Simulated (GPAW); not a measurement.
**F K ELNES/XANES of KMnF3 (Pm-3m) from DFT**

What does one-electron theory with a core hole give for the F K edge of KMnF3 (Pm-3m)?

Main program and level: GPAW 26.7.0; X-ray absorption from dipole matrix elements to empty bands, plane-wave PAW LDA+U.

Most raw output is cut from this account.

### Step 1. Starting point

Symmetry: Pm-3m, No. 221, cubic system. The conventional cell has a = 4.189 Å, b = 4.189 Å, c = 4.189 Å, α = 90.00°, β = 90.00°, γ = 90.00°. Nearest to Mn lie 6 F at 2.09 Å. K has 12 F at 2.96 Å nearest. Nearest to F lie 2 Mn at 2.09 Å and 4 K at 2.96 Å. Farther neighbours and most contacts between anions are not listed.

As a file:

```xyz
5
Lattice="4.1893 0.0000 0.0000 0.0000 4.1893 0.0000 0.0000 0.0000 4.1893" Properties=species:S:1:pos:R:3 pbc="T T T"
Mn    0.0000    0.0000    0.0000
K     2.0947    2.0947    2.0947
F     0.0000    0.0000    2.0947
F     0.0000    2.0947    0.0000
F     2.0947    0.0000    0.0000
```

### Step 2. The field without a hole

The ground state comes first: it tells whether the system has a gap, which decides how the excited electron is treated.

Input file scf.py:

```python
import numpy as np
from ase import Atoms
from ase.parallel import parprint, paropen
from gpaw import GPAW, PW, FermiDirac, Mixer, MixerDif, setup_paths
from gpaw.test import gen
setup_paths.insert(0, '.')
gen('F', name='nch1s', xcname='LDA', corehole=(1, 0, 0), write_xml=True)
from gpaw.mpi import world
world.barrier()

atoms = Atoms('MnKF3',
    cell=[[4.1893, 0, 0],
     [0, 4.1893, 0],
     [0, 0, 4.1893]],
    scaled_positions=[[0, 0, 0],
     [0.5, 0.5, 0.5],
     [0, 0, 0.5],
     [0, 0.5, 0],
     [0.5, 0, 0]],
    magmoms=[4.0, 0.0, 0.0, 0.0, 0.0],
    pbc=True)
atoms.calc = calc = GPAW(legacy_gpaw=True, mode=PW(500), xc='LDA', setups={'Mn': ':d,4', 2: 'nch1s'},
    kpts={'size': (6, 6, 6), 'gamma': True}, occupations=FermiDirac(0.05),
    charge=0, mixer=MixerDif(0.05, 8, 50), maxiter=150,
    convergence={'density': 0.0001}, txt='scf.txt')
energy = atoms.get_potential_energy() + calc.get_reference_energy()
ef = calc.get_fermi_level()
out = dict(energy=energy, fermi=ef, forces=atoms.get_forces().tolist(), magmoms=atoms.get_magnetic_moments().tolist())
parprint(f'all-electron energy {energy:.4f} eV, Fermi level {ef:.4f} eV')
ev = np.array([[calc.get_eigenvalues(k, s) for k in range(len(calc.get_ibz_k_points()))] for s in range(calc.get_number_of_spins())])
out['homo'], out['lumo'], out['counts'] = ev[ev < ef].max(), ev[ev > ef].min(), sorted(set((ev < ef).sum((0, 2)).tolist()))
out['filled'] = (ev[:, 0] < ef).sum(1).tolist()
import json
with paropen('out.json', 'w') as f:
    json.dump(out, f)
```

Run with:

```
$ OMP_NUM_THREADS=1 mpirun -n 4 gpaw python scf.py
```

It took 25 s on 4 MPI ranks of Arm Neoverse V2, shared host; peak memory 0.25 GiB; 98 s of CPU time.

The mesh shows a gap of 2.23 eV, so the hole is first treated in a charged cell, without the excited electron.

Site moments (μB): 4.55, 0.00, 0.05, 0.05, 0.05.

### Step 3. Spectrum without a core hole, F atom 3

This cheap baseline ignores the attraction of the hole: it shows the absorber's empty states as they are in the ground state. The data set with a hole of occupation 0 only carries the core orbital.

The absorber has 2 Mn at 2.09 Å (linear, site symmetry 4/mmm).

Input file xas.py:

```python
import numpy as np
from ase import Atoms
from ase.parallel import parprint, paropen
from gpaw import GPAW, PW, FermiDirac, Mixer, MixerDif, setup_paths
from gpaw.test import gen
setup_paths.insert(0, '.')
gen('F', name='nch1s', xcname='LDA', corehole=(1, 0, 0), write_xml=True)
from gpaw.mpi import world
world.barrier()

atoms = Atoms('MnKF3',
    cell=[[4.1893, 0, 0],
     [0, 4.1893, 0],
     [0, 0, 4.1893]],
    scaled_positions=[[0, 0, 0],
     [0.5, 0.5, 0.5],
     [0, 0, 0.5],
     [0, 0.5, 0],
     [0.5, 0, 0]],
    magmoms=[4.0, 0.0, 0.0, 0.0, 0.0],
    pbc=True)
atoms.calc = calc = GPAW(legacy_gpaw=True, mode=PW(500), xc='LDA', setups={'Mn': ':d,4', 2: 'nch1s'},
    kpts={'size': (6, 6, 6), 'gamma': True}, occupations=FermiDirac(0.02),
    charge=0, mixer=MixerDif(0.05, 8, 50), maxiter=150,
    convergence={'density': 0.0001}, txt='scf.txt')
energy = atoms.get_potential_energy() + calc.get_reference_energy()
ef = calc.get_fermi_level()
out = dict(energy=energy, fermi=ef, forces=atoms.get_forces().tolist(), magmoms=atoms.get_magnetic_moments().tolist())
parprint(f'all-electron energy {energy:.4f} eV, Fermi level {ef:.4f} eV')
ev = np.array([[calc.get_eigenvalues(k, s) for k in range(len(calc.get_ibz_k_points()))] for s in range(calc.get_number_of_spins())])
out['homo'], out['lumo'], out['counts'] = ev[ev < ef].max(), ev[ev > ef].min(), sorted(set((ev < ef).sum((0, 2)).tolist()))
out['filled'] = (ev[:, 0] < ef).sum(1).tolist()

from ase.units import Ha
from gpaw.xas import dipole_matrix_elements
nb = int(calc.get_number_of_electrons() / 2) + 52
top, nb = nb, nb + 8 + nb // 12
nscf = calc.fixed_density(kpts={'size': (4, 4, 4), 'gamma': True}, nbands=nb,
    convergence={'bands': top, 'eigenstates': 1e-5}, maxiter=60, txt='nscf.txt')
cell = atoms.cell.array
ops = [cell.T @ U.T @ np.linalg.inv(cell.T) for U in nscf.wfs.kd.symmetry.op_scc]
filled = [25, 20]  # bands filled in the ground state, by spin
E = np.arange(-25, 34, 0.1)
fwhm = np.interp(E, [4, 25], [0.9, 3.5])
Y, X, zero, highest = 0, 0, 1e9, 1e9
for spin in range(nscf.get_number_of_spins()):
    wfs = nscf.wfs
    A = dipole_matrix_elements(wfs.setups[2])
    eps = np.zeros((wfs.kd.nibzkpts, nb))
    d = np.zeros((3, A.shape[1], wfs.kd.nibzkpts, nb), complex)
    for kpt in wfs.kpt_u:
        if kpt.s == spin and 2 in kpt.P_ani:
            eps[kpt.k] = kpt.eps_n * Ha
            d[:, :, kpt.k] = (kpt.weight * wfs.nspins / 2) ** 0.5 * np.inner(A, kpt.P_ani[2])
    world.sum(eps)
    world.sum(d)
    T = np.einsum('amkn,bmkn->abkn', d, d.conj()).real
    T = sum(np.einsum('ai,ijkn,bj->abkn', R, T, R) for R in ops) / len(ops)
    empty = np.ones_like(eps, bool) & (np.arange(nb) >= filled[spin])
    zero, highest = min(zero, eps[empty].min()), min(highest, eps[:, top - 1].min())
    lines = [(eps, T, empty)] if spin == 0 else lines + [(eps, T, empty)]
for eps, T, empty in lines:
    f = np.einsum('aakn->akn', T).reshape(3, -1)
    x = eps.ravel() - zero
    w = np.interp(x, E, fwhm) / 2.35482
    g = np.exp(-0.5 * ((E[:, None] - x) / w) ** 2) / (w * (2 * np.pi) ** 0.5)
    Y = Y + (f * empty.ravel()) @ g.T
    X = X + (f * ~empty.ravel()) @ g.T
out.update(E=E.round(2).tolist(), xas=Y.tolist(), xes=X.tolist(), zero=zero, valid=highest - zero, nk=len(eps), nb=nb)
for i in range(0, len(E), 10):
    parprint(f'{E[i]:7.2f}', *(f'{v:10.3e}' for v in Y[:, i]))
import json
with paropen('out.json', 'w') as f:
    json.dump(out, f)
```

Run with:

```
$ OMP_NUM_THREADS=1 mpirun -n 4 gpaw python xas.py
```

It took 42 s on 4 MPI ranks; peak memory 0.33 GiB.

The F K spectrum, F atom 3, no core hole (energy from the lowest empty level; intensity scaled to a mean of 1 over the first 20 eV):

```tsv
E (eV)	intensity
-2.0	0.00
-1.5	0.00
-1.0	0.00
-0.5	0.00
0.0	0.00
0.5	0.02
1.0	0.08
1.5	0.19
2.0	0.38
2.5	0.85
3.0	1.32
3.5	1.47
4.0	1.43
4.5	1.44
5.0	1.86
5.5	1.99
6.0	2.11
6.5	1.78
7.0	1.40
7.5	1.37
8.0	1.41
8.5	1.44
9.0	1.49
9.5	1.52
10.0	1.44
10.5	1.21
11.0	0.94
11.5	0.74
12.0	0.61
12.5	0.51
13.0	0.43
13.5	0.39
14.0	0.42
14.5	0.52
15.0	0.68
15.5	0.86
16.0	1.03
16.5	1.14
17.0	1.14
17.5	1.06
18.0	0.93
18.5	0.78
19.0	0.66
19.5	0.56
20.0	0.50
20.5	0.48
21.0	0.49
21.5	0.53
22.0	0.58
22.5	0.64
23.0	0.71
23.5	0.77
24.0	0.82
24.5	0.86
25.0	0.89
25.5	0.91
26.0	0.92
26.5	0.92
27.0	0.93
27.5	0.95
28.0	1.00
28.5	1.06
29.0	1.14
29.5	1.22
30.0	1.26
30.5	1.27
31.0	1.23
31.5	1.15
32.0	1.06
```

Main maxima below 24 eV (height): 3.7 eV (1.50), 6.0 eV (2.11), 9.5 eV (1.52) and 16.8 eV (1.15). A K edge sees empty p states; the first features are F p mixed into the empty d states of the Mn neighbours, and the broad ones above probably into the cations' higher empty bands.

The same matrix elements for filled bands give the F K emission of F atom 3 (ground-state approximation; energy from the lowest empty level, largest value 1):

```tsv
E (eV)	emission
-24.00	0.00
-23.25	0.00
-22.50	0.00
-21.75	0.00
-21.00	0.00
-20.25	0.00
-19.50	0.00
-18.75	0.00
-18.00	0.00
-17.25	0.00
-16.50	0.00
-15.75	0.00
-15.00	0.00
-14.25	0.00
-13.50	0.00
-12.75	0.00
-12.00	0.00
-11.25	0.00
-10.50	0.00
-9.75	0.04
-9.00	0.19
-8.25	0.38
-7.50	0.68
-6.75	0.86
-6.00	0.79
-5.25	0.11
-4.50	0.11
-3.75	0.05
-3.00	0.05
-2.25	0.02
-1.50	0.00
-0.75	0.00
0.00	0.00
0.75	0.00
1.50	0.00
2.25	0.00
3.00	0.00
```

Emission maxima: -6.4 eV (1.00).

### Step 4. Supercell without a hole, the energy reference

The photon energy needs a difference of total energies, so the cell and mesh of the coming hole run are first run without a hole.

Edit scf.py of step 2 so:

```diff
@@ -10,7 +10,11 @@
 
-atoms = Atoms('MnKF3',
-    cell=[[4.1893, 0, 0],
-     [0, 4.1893, 0],
-     [0, 0, 4.1893]],
+atoms = Atoms('Mn4K4F12',
+    cell=[[4.1893, 4.1893, 4.1893],
+     [-4.1893, 4.1893, -4.1893],
+     [-4.1893, -4.1893, 4.1893]],
     scaled_positions=[[0, 0, 0],
+     [0, 0.5, 0.5],
+     [0.5, 0, 0.5],
+     [0.5, 0.5, 0],
+     [0.5, 0, 0],
      [0.5, 0.5, 0.5],
@@ -18,7 +22,18 @@
      [0, 0.5, 0],
-     [0.5, 0, 0]],
-    magmoms=[4.0, 0.0, 0.0, 0.0, 0.0],
+     [0.25, 0, 0.25],
+     [0.25, 0.5, 0.75],
+     [0.75, 0, 0.75],
+     [0.75, 0.5, 0.25],
+     [0.25, 0.25, 0],
+     [0.25, 0.75, 0.5],
+     [0.75, 0.25, 0.5],
+     [0.75, 0.75, 0],
+     [0, 0.75, 0.75],
+     [0, 0.25, 0.25],
+     [0.5, 0.75, 0.25],
+     [0.5, 0.25, 0.75]],
+    magmoms=[4.0, 4.0, 4.0, 4.0, 0.0, 0.0, 0.0, 0.0, 0.0, 0.0, 0.0, 0.0, 0.0, 0.0, 0.0, 0.0, 0.0, 0.0, 0.0, 0.0],
     pbc=True)
-atoms.calc = calc = GPAW(legacy_gpaw=True, mode=PW(500), xc='LDA', setups={'Mn': ':d,4', 2: 'nch1s'},
-    kpts={'size': (6, 6, 6), 'gamma': True}, occupations=FermiDirac(0.05),
+atoms.calc = calc = GPAW(legacy_gpaw=True, mode=PW(500), xc='LDA', setups={'Mn': ':d,4', 8: 'nch1s'},
+    kpts={'size': (2, 2, 2), 'gamma': True}, occupations=FermiDirac(0.02),
     charge=0, mixer=MixerDif(0.05, 8, 50), maxiter=150,
```

Run with:

```
$ OMP_NUM_THREADS=1 mpirun -n 4 gpaw python scf.py
```

It took 73 s on 4 MPI ranks; peak memory 0.58 GiB.

Reference energy: -223694.951 eV with the cores included.

### Step 5. Spectrum with FCH, F atom 3

The holes are 7.3 Å apart. In GPAW the data set carries the hole's charge, so charge=0 means a charged cell and charge=-1 a neutral one. The excited electron is left out and a uniform background balances the charge. After the field has converged, empty bands are computed with the density fixed and the dipole matrix elements are summed.

Edit xas.py of step 3 so:

```diff
@@ -6,3 +6,3 @@
 setup_paths.insert(0, '.')
-gen('F', name='nch1s', xcname='LDA', corehole=(1, 0, 0), write_xml=True)
+gen('F', name='fch1s', xcname='LDA', corehole=(1, 0, 1), write_xml=True)
 from gpaw.mpi import world
@@ -10,7 +10,11 @@
 
-atoms = Atoms('MnKF3',
-    cell=[[4.1893, 0, 0],
-     [0, 4.1893, 0],
-     [0, 0, 4.1893]],
+atoms = Atoms('Mn4K4F12',
+    cell=[[4.1893, 4.1893, 4.1893],
+     [-4.1893, 4.1893, -4.1893],
+     [-4.1893, -4.1893, 4.1893]],
     scaled_positions=[[0, 0, 0],
+     [0, 0.5, 0.5],
+     [0.5, 0, 0.5],
+     [0.5, 0.5, 0],
+     [0.5, 0, 0],
      [0.5, 0.5, 0.5],
@@ -18,7 +22,18 @@
      [0, 0.5, 0],
-     [0.5, 0, 0]],
-    magmoms=[4.0, 0.0, 0.0, 0.0, 0.0],
+     [0.25, 0, 0.25],
+     [0.25, 0.5, 0.75],
+     [0.75, 0, 0.75],
+     [0.75, 0.5, 0.25],
+     [0.25, 0.25, 0],
+     [0.25, 0.75, 0.5],
+     [0.75, 0.25, 0.5],
+     [0.75, 0.75, 0],
+     [0, 0.75, 0.75],
+     [0, 0.25, 0.25],
+     [0.5, 0.75, 0.25],
+     [0.5, 0.25, 0.75]],
+    magmoms=[4.0, 4.0, 4.0, 4.0, 0.0, 0.0, 0.0, 0.0, 0.0, 0.0, 0.0, 0.0, 0.0, 0.0, 0.0, 0.0, 0.0, 0.0, 0.0, 0.0],
     pbc=True)
-atoms.calc = calc = GPAW(legacy_gpaw=True, mode=PW(500), xc='LDA', setups={'Mn': ':d,4', 2: 'nch1s'},
-    kpts={'size': (6, 6, 6), 'gamma': True}, occupations=FermiDirac(0.02),
+atoms.calc = calc = GPAW(legacy_gpaw=True, mode=PW(500), xc='LDA', setups={'Mn': ':d,4', 8: 'fch1s'},
+    kpts={'size': (2, 2, 2), 'gamma': True}, occupations=FermiDirac(0.02),
     charge=0, mixer=MixerDif(0.05, 8, 50), maxiter=150,
@@ -35,5 +50,5 @@
 from gpaw.xas import dipole_matrix_elements
-nb = int(calc.get_number_of_electrons() / 2) + 52
+nb = int(calc.get_number_of_electrons() / 2) + 197
 top, nb = nb, nb + 8 + nb // 12
-nscf = calc.fixed_density(kpts={'size': (4, 4, 4), 'gamma': True}, nbands=nb,
+nscf = calc.fixed_density(kpts={'size': (3, 3, 3), 'gamma': True}, nbands=nb,
     convergence={'bands': top, 'eigenstates': 1e-5}, maxiter=60, txt='nscf.txt')
@@ -41,4 +56,4 @@
 ops = [cell.T @ U.T @ np.linalg.inv(cell.T) for U in nscf.wfs.kd.symmetry.op_scc]
-filled = [25, 20]  # bands filled in the ground state, by spin
-E = np.arange(-25, 34, 0.1)
+filled = [100, 80]  # bands filled in the ground state, by spin
+E = np.arange(-6, 34, 0.1)
 fwhm = np.interp(E, [4, 25], [0.9, 3.5])
@@ -47,3 +62,3 @@
     wfs = nscf.wfs
-    A = dipole_matrix_elements(wfs.setups[2])
+    A = dipole_matrix_elements(wfs.setups[8])
     eps = np.zeros((wfs.kd.nibzkpts, nb))
@@ -51,5 +66,5 @@
     for kpt in wfs.kpt_u:
-        if kpt.s == spin and 2 in kpt.P_ani:
+        if kpt.s == spin and 8 in kpt.P_ani:
             eps[kpt.k] = kpt.eps_n * Ha
-            d[:, :, kpt.k] = (kpt.weight * wfs.nspins / 2) ** 0.5 * np.inner(A, kpt.P_ani[2])
+            d[:, :, kpt.k] = (kpt.weight * wfs.nspins / 2) ** 0.5 * np.inner(A, kpt.P_ani[8])
     world.sum(eps)
```

Run with:

```
$ OMP_NUM_THREADS=1 mpirun -n 4 gpaw python xas.py
```

It took 5.7 min on 4 MPI ranks; peak memory 0.71 GiB.

The F K spectrum, F atom 3, full core hole (charged cell) (energy from the lowest empty level; intensity scaled to a mean of 1 over the first 20 eV):

```tsv
E (eV)	intensity
-2.0	0.00
-1.4	0.00
-0.8	0.00
-0.2	0.00
0.4	0.02
1.0	0.09
1.6	0.62
2.2	1.78
2.8	1.76
3.4	2.26
4.0	2.40
4.6	1.77
5.2	1.59
5.8	1.70
6.4	1.44
7.0	1.06
7.6	1.06
8.2	1.01
8.8	0.86
9.4	0.84
10.0	0.84
10.6	0.71
11.2	0.53
11.8	0.39
12.4	0.33
13.0	0.35
13.6	0.47
14.2	0.71
14.8	1.00
15.4	1.22
16.0	1.29
16.6	1.20
17.2	1.04
17.8	0.87
18.4	0.72
19.0	0.62
19.6	0.58
20.2	0.61
20.8	0.70
21.4	0.82
22.0	0.94
22.6	1.04
23.2	1.10
23.8	1.13
24.4	1.14
25.0	1.16
25.6	1.18
26.2	1.22
26.8	1.27
27.4	1.35
28.0	1.42
28.6	1.48
29.2	1.50
29.8	1.45
30.4	1.35
31.0	1.20
31.6	1.03
```

Main maxima below 24 eV (height): 2.4 eV (1.84), 3.8 eV (2.51), 5.8 eV (1.70) and 15.9 eV (1.29). 

The hole costs E(hole) − E(ground) = 674.74 eV, and the lowest empty level of the hole cell on the spectrum's mesh lies at 5.17 eV, which puts the zero at 679.91 eV.

### Step 6. Cell without a hole, the energy reference

The cell and mesh change for the next run, so it gets a reference energy of its own.

Input file scf.py:

```python
import numpy as np
from ase import Atoms
from ase.parallel import parprint, paropen
from gpaw import GPAW, PW, FermiDirac, Mixer, MixerDif, setup_paths
from gpaw.test import gen
setup_paths.insert(0, '.')
gen('F', name='nch1s', xcname='LDA', corehole=(1, 0, 0), write_xml=True)
from gpaw.mpi import world
world.barrier()

atoms = Atoms('MnKF3',
    cell=[[4.1893, 0, 0],
     [0, 4.1893, 0],
     [0, 0, 4.1893]],
    scaled_positions=[[0, 0, 0],
     [0.5, 0.5, 0.5],
     [0, 0, 0.5],
     [0, 0.5, 0],
     [0.5, 0, 0]],
    magmoms=[4.0, 0.0, 0.0, 0.0, 0.0],
    pbc=True)
atoms.calc = calc = GPAW(legacy_gpaw=True, mode=PW(500), xc='LDA', setups={'Mn': ':d,4', 2: 'nch1s'},
    kpts={'size': (3, 3, 3), 'gamma': True}, occupations=FermiDirac(0.02),
    charge=0, mixer=MixerDif(0.05, 8, 50), maxiter=150,
    convergence={'density': 0.0001}, txt='scf.txt')
energy = atoms.get_potential_energy() + calc.get_reference_energy()
ef = calc.get_fermi_level()
out = dict(energy=energy, fermi=ef, forces=atoms.get_forces().tolist(), magmoms=atoms.get_magnetic_moments().tolist())
parprint(f'all-electron energy {energy:.4f} eV, Fermi level {ef:.4f} eV')
ev = np.array([[calc.get_eigenvalues(k, s) for k in range(len(calc.get_ibz_k_points()))] for s in range(calc.get_number_of_spins())])
out['homo'], out['lumo'], out['counts'] = ev[ev < ef].max(), ev[ev > ef].min(), sorted(set((ev < ef).sum((0, 2)).tolist()))
out['filled'] = (ev[:, 0] < ef).sum(1).tolist()
import json
with paropen('out.json', 'w') as f:
    json.dump(out, f)
```

Run with:

```
$ OMP_NUM_THREADS=1 mpirun -n 4 gpaw python scf.py
```

Run time: 6.8 s. Hardware: 4 MPI ranks; peak memory 0.2 GiB.

### Step 7. Spectrum with FCH, F atom 3

A smaller cell brings the holes closer; here they are 4.2 Å apart.

Changed against the first core-hole run: supercell atoms from 20 to 5; the field's mesh follows (2×2×2 to 3×3×3).

Edit xas.py of step 5 so:

```diff
@@ -10,11 +10,7 @@
 
-atoms = Atoms('Mn4K4F12',
-    cell=[[4.1893, 4.1893, 4.1893],
-     [-4.1893, 4.1893, -4.1893],
-     [-4.1893, -4.1893, 4.1893]],
+atoms = Atoms('MnKF3',
+    cell=[[4.1893, 0, 0],
+     [0, 4.1893, 0],
+     [0, 0, 4.1893]],
     scaled_positions=[[0, 0, 0],
-     [0, 0.5, 0.5],
-     [0.5, 0, 0.5],
-     [0.5, 0.5, 0],
-     [0.5, 0, 0],
      [0.5, 0.5, 0.5],
@@ -22,18 +18,7 @@
      [0, 0.5, 0],
-     [0.25, 0, 0.25],
-     [0.25, 0.5, 0.75],
-     [0.75, 0, 0.75],
-     [0.75, 0.5, 0.25],
-     [0.25, 0.25, 0],
-     [0.25, 0.75, 0.5],
-     [0.75, 0.25, 0.5],
-     [0.75, 0.75, 0],
-     [0, 0.75, 0.75],
-     [0, 0.25, 0.25],
-     [0.5, 0.75, 0.25],
-     [0.5, 0.25, 0.75]],
-    magmoms=[4.0, 4.0, 4.0, 4.0, 0.0, 0.0, 0.0, 0.0, 0.0, 0.0, 0.0, 0.0, 0.0, 0.0, 0.0, 0.0, 0.0, 0.0, 0.0, 0.0],
+     [0.5, 0, 0]],
+    magmoms=[4.0, 0.0, 0.0, 0.0, 0.0],
     pbc=True)
-atoms.calc = calc = GPAW(legacy_gpaw=True, mode=PW(500), xc='LDA', setups={'Mn': ':d,4', 8: 'fch1s'},
-    kpts={'size': (2, 2, 2), 'gamma': True}, occupations=FermiDirac(0.02),
+atoms.calc = calc = GPAW(legacy_gpaw=True, mode=PW(500), xc='LDA', setups={'Mn': ':d,4', 2: 'fch1s'},
+    kpts={'size': (3, 3, 3), 'gamma': True}, occupations=FermiDirac(0.02),
     charge=0, mixer=MixerDif(0.05, 8, 50), maxiter=150,
@@ -50,5 +35,5 @@
 from gpaw.xas import dipole_matrix_elements
-nb = int(calc.get_number_of_electrons() / 2) + 197
+nb = int(calc.get_number_of_electrons() / 2) + 52
 top, nb = nb, nb + 8 + nb // 12
-nscf = calc.fixed_density(kpts={'size': (3, 3, 3), 'gamma': True}, nbands=nb,
+nscf = calc.fixed_density(kpts={'size': (4, 4, 4), 'gamma': True}, nbands=nb,
     convergence={'bands': top, 'eigenstates': 1e-5}, maxiter=60, txt='nscf.txt')
@@ -56,3 +41,3 @@
 ops = [cell.T @ U.T @ np.linalg.inv(cell.T) for U in nscf.wfs.kd.symmetry.op_scc]
-filled = [100, 80]  # bands filled in the ground state, by spin
+filled = [25, 20]  # bands filled in the ground state, by spin
 E = np.arange(-6, 34, 0.1)
@@ -62,3 +47,3 @@
     wfs = nscf.wfs
-    A = dipole_matrix_elements(wfs.setups[8])
+    A = dipole_matrix_elements(wfs.setups[2])
     eps = np.zeros((wfs.kd.nibzkpts, nb))
@@ -66,5 +51,5 @@
     for kpt in wfs.kpt_u:
-        if kpt.s == spin and 8 in kpt.P_ani:
+        if kpt.s == spin and 2 in kpt.P_ani:
             eps[kpt.k] = kpt.eps_n * Ha
-            d[:, :, kpt.k] = (kpt.weight * wfs.nspins / 2) ** 0.5 * np.inner(A, kpt.P_ani[8])
+            d[:, :, kpt.k] = (kpt.weight * wfs.nspins / 2) ** 0.5 * np.inner(A, kpt.P_ani[2])
     world.sum(eps)
```

Run with:

```
$ OMP_NUM_THREADS=1 mpirun -n 4 gpaw python xas.py
```

It took 25 s on 4 MPI ranks; peak memory 0.29 GiB; 99 s of CPU time.

These settings depart from the first run's and aren't meant as converged.

Against the first run the r.m.s. difference is 33 %. Another feature, at 6.4 eV (2.10), becomes the highest below 16 eV; the one at 3.8 eV (2.51) is now at 3.5 eV (1.56).

```tsv
E (eV)	first run	this run
-2.0	0.00	0.00
-0.5	0.00	0.00
1.0	0.09	0.09
2.5	1.81	1.17
4.0	2.40	1.26
5.5	1.65	1.90
7.0	1.06	1.74
8.5	0.92	1.32
10.0	0.84	1.30
11.5	0.45	0.50
13.0	0.35	0.35
14.5	0.86	0.66
16.0	1.29	1.14
17.5	0.95	1.09
19.0	0.62	0.69
20.5	0.65	0.58
22.0	0.94	0.86
23.5	1.12	1.21
25.0	1.16	1.39
26.5	1.24	1.35
28.0	1.42	1.30
29.5	1.48	1.38
31.0	1.20	1.23
```

(Continued in part 2 of 2.)

[Logs are printed without paths, hosts, clocks, repeated set-up lines and the standing remarks that a program may print on its own settings, such as how far it seeks lower states.]

[Hosts, paths, dates, database ids (printed as entryN), source tags and the programs' standing remarks are cut or masked in the printed files.]

[Lists of maxima count a maximum above −3 eV only where it reaches 4 % of the highest in the window and stands out from its surroundings by 2 % of it (1.5 % where it reaches 55 %); shoulders and weaker maxima are passed over, and of the rest the first, up to two pre-edge ones and the few strongest are named.]
